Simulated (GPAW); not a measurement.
# Cutoff, mesh and smearing for a 3-layer slab of Ir(111), part 2 of 2

How do cutoff, mesh, smearing and the dipole layer change the work function of a 3-layer slab of Ir(111)?

GPAW 26.7.0; GPAW, PAW setups; slab in vacuum.

So far, upper work function (eV): 5.38 in steps 2, 3, 6 and 9.

## Step 10: Scheme Methfessel-Paxton of order 0 (Gaussian), smearing 0.2

Smearing changes the occupations near the Fermi level, and with them the level itself. Smearing helps the SCF of a metal converge, but it blurs occupations at band edges near the Fermi level.

File run.py:

```python
import json
import numpy as np
from ase import Atoms
from gpaw import GPAW, PW

slab = Atoms(
    ['Ir', 'Ir', 'Ir'],
    positions=[
        [1.35765, 0.78384, 7.00000],
        [2.71529, 1.56767, 9.18204],
        [0.00000, 0.00000, 11.36452]],
    cell=[[2.71529, 0.0, 0.0], [1.35765, 2.35151, 0.0], [0.0, 0.0, 18.43405]],
    pbc=[True, True, False])

slab.calc = GPAW(mode=PW(400), xc='PBE', kpts={'size': (13, 13, 1), 'gamma': True},
                 occupations={'name': 'methfessel-paxton', 'width': 0.2}, nbands='140%',
                 convergence={'density': 1e-05}, maxiter=200,
                 poissonsolver={'dipolelayer': 'xy'},
                 symmetry={'tolerance': 1e-3}, txt='slab.txt')
result = {}
energy = slab.get_potential_energy()
fermi = slab.calc.get_fermi_level()
v = slab.calc.get_electrostatic_potential().mean((0, 1)) - fermi
n = slab.calc.get_pseudo_density().mean((0, 1))
L = slab.cell[2, 2]
z = np.arange(len(v)) * L / len(v)
low, high = slab.positions[:, 2].min(), slab.positions[:, 2].max()
below, above = np.interp([low - 4.8, high + 4.8], z, v)
slopes = [np.interp(x, z, np.gradient(v, z)) for x in (low - 4.8, high + 4.8)]
eps = np.array([[slab.calc.get_eigenvalues(k, s) for k in range(len(slab.calc.get_ibz_k_points()))]
                for s in range(slab.calc.get_number_of_spins())]) - fermi
top, bottom = eps[eps < 0].max(), eps[eps > 0].min()
dipole = slab.get_dipole_moment()[2]
print(f'energy {energy:.4f} eV, Fermi level {fermi:.4f} eV, dipole {dipole:.5f} e A')
print(f'potential 4.8 A off the faces, from the Fermi level: lower {below:.4f} eV, upper {above:.4f} eV')
print(f'slope of the potential there: lower {slopes[0]:.5f}, upper {slopes[1]:.5f} eV/A')
print(f'nearest levels on the mesh: {top:.4f} and {bottom:.4f} eV')
print('magnetic moment', round(slab.get_magnetic_moment(), 3))
result.update(energy=energy, fermi=fermi, dipole=dipole, below=below, above=above, slopes=slopes, edges=[top, bottom],
              z=z.tolist(), v=v.tolist(), n=n.tolist(), positions=slab.positions.tolist(),
              forces=slab.get_forces(apply_constraint=False).tolist(), moments=slab.get_magnetic_moments().tolist())
json.dump(result, open('result.json', 'w'))
```

The run is started by

```
$ OMP_NUM_THREADS=1 OPENBLAS_NUM_THREADS=1 python run.py
```

Run time: 41 s. Hardware: 1 thread of Intel Xeon Platinum 8259CL at 2.50GHz (Skylake/Cascade Lake), shared host; peak memory 0.18 GiB.

This step gave:

* dipole along the normal: 5.21e-5 e·Å
* levels nearest the Fermi level on the mesh: -0.02945, 0.008714 eV from the Fermi level
* upper work function: 5.379 eV
* lower work function: 5.379 eV

Electrostatic potential energy of an electron (without an applied field's), less the Fermi level, planar mean against z:

z (Å), electrostatic potential energy of an electron (without an applied field's), less the Fermi level, planar mean (eV) and a bar from the least value:
```
      0.0        5.4 ##############################
      0.5        5.4 ##############################
      1.0        5.4 ##############################
      1.5        5.4 ##############################
      2.0        5.4 ##############################
      2.5        5.4 ##############################
      3.0        5.4 ##############################
      3.5        5.4 ##############################
      4.0        5.4 ##############################
      4.5        5.3 ##############################
      5.0        5.0 ##############################
      5.5        4.0 #############################
      6.0       -0.1 #########################
      6.5      -14.6 #############
      7.0      -30.7 
      7.5      -15.1 #############
      8.0       -2.5 #######################
      8.5       -8.7 ##################
      9.0      -28.5 ##
      9.5      -23.5 ######
     10.0       -5.2 #####################
     10.5       -4.0 ######################
     11.0      -21.0 ########
     11.5      -29.0 #
     12.0       -9.2 ##################
     12.5        1.6 ###########################
     13.0        4.4 #############################
     13.5        5.1 ##############################
     14.0        5.3 ##############################
     14.5        5.4 ##############################
     15.0        5.4 ##############################
     15.5        5.4 ##############################
     16.0        5.4 ##############################
     16.5        5.4 ##############################
     17.0        5.4 ##############################
     17.5        5.4 ##############################
     18.0        5.4 ##############################
```

The upper face's work function is 5.379 eV, against 5.384 eV in the first plane-wave PBE run at this geometry.

## Step 11: Cost and result by level

Times are for 1 thread of Intel Xeon Platinum 8259CL at 2.50GHz (Skylake/Cascade Lake), shared host. The runs compared:

```csv
no.,run,upper work function (eV),time,memory (GiB)
1,pw,5.384,40 s,0.18
2,cutoff 700,5.385,1.7 min,0.27
3,k mesh 20×20,5.383,77 s,0.21
4,"scheme Methfessel-Paxton of order 0 (Gaussian), smearing 0.2",5.379,41 s,0.18
```

## Step 12: Without the dipole layer

The dipole layer is taken out and the cell repeats along the normal.

Edit run.py of step 10 so:

```diff
@@ -12,8 +12,7 @@
     cell=[[2.71529, 0.0, 0.0], [1.35765, 2.35151, 0.0], [0.0, 0.0, 18.43405]],
-    pbc=[True, True, False])
+    pbc=[True, True, True])
 
 slab.calc = GPAW(mode=PW(400), xc='PBE', kpts={'size': (13, 13, 1), 'gamma': True},
-                 occupations={'name': 'methfessel-paxton', 'width': 0.2}, nbands='140%',
+                 occupations={'name': 'fermi-dirac', 'width': 0.1}, nbands='140%',
                  convergence={'density': 1e-05}, maxiter=200,
-                 poissonsolver={'dipolelayer': 'xy'},
                  symmetry={'tolerance': 1e-3}, txt='slab.txt')
```

Run time: 34 s. Hardware: 1 thread; peak memory 0.18 GiB.

The run finished with changed settings (dipole = false and pbc_z = true); it serves as a test.

The two runs compared:

```csv
quantity,this run,sound run,difference
upper work function (eV),5.3841,5.3837,4.1e-4
lower work function (eV),5.3843,5.3843,2.4e-5
```

## Step 13: Side by side

Results and costs are gathered.

This step: comparison of work functions, dipole and cost (GPAW 26.7.0).

Ladder, by row:

```csv
step,code,"work function, upper (eV)","work function, lower (eV)",dipole (e Å),wall time (s),peak memory (GiB),threads
pw,GPAW,5.384,5.384,6.16e-5,39.74,0.18,1
ecut200,GPAW,5.405,5.403,1.08e-4,18.21,0.14,1
ecut300,GPAW,5.389,5.389,8.98e-5,29.47,0.16,1
ecut700,GPAW,5.385,5.385,8.36e-5,103.1,0.27,1
k4,GPAW,5.618,5.619,6.33e-5,11.77,0.16,1
k8,GPAW,5.327,5.327,6.09e-5,21.7,0.17,1
k20,GPAW,5.383,5.384,6.37e-5,76.76,0.21,1
smear,GPAW,5.379,5.379,5.21e-5,40.98,0.18,1
nodip,GPAW,5.384,5.384,1.04e-4,34.16,0.18,1
```

## Step 14: Summary of results

- work function, both faces: 5.38 eV
- dipole along the normal: 6.2e-5 e Å, near the numerical noise

With plane waves and PBE the work function is 5.38 eV on the upper face and 5.38 eV on the lower. The other smearing (Gaussian of 0.2 eV in place of Fermi-Dirac of 0.1) moves the two faces by -0.0051 and -0.0054 eV on the same mesh; a mesh is converged only for its smearing. Over the sound runs of the table the upper face's work function spans 5.379 (smear) to 5.385 eV (ecut700). The slab is only 4.4 Å thick between its outer nuclei, so the values belong to this film more than to the surface of the bulk metal. The in-plane lattice was kept as typed, which isn't the functional's own and leaves some strain; spin-orbit coupling and temperature are left out.

[Logs are printed without paths, hosts, clocks, repeated set-up lines and the standing remarks that a program may print on its own settings, such as how far it seeks lower states.]

[Hosts, paths, dates, database ids (printed as entryN), source tags and the programs' standing remarks are cut or masked in the printed files.]
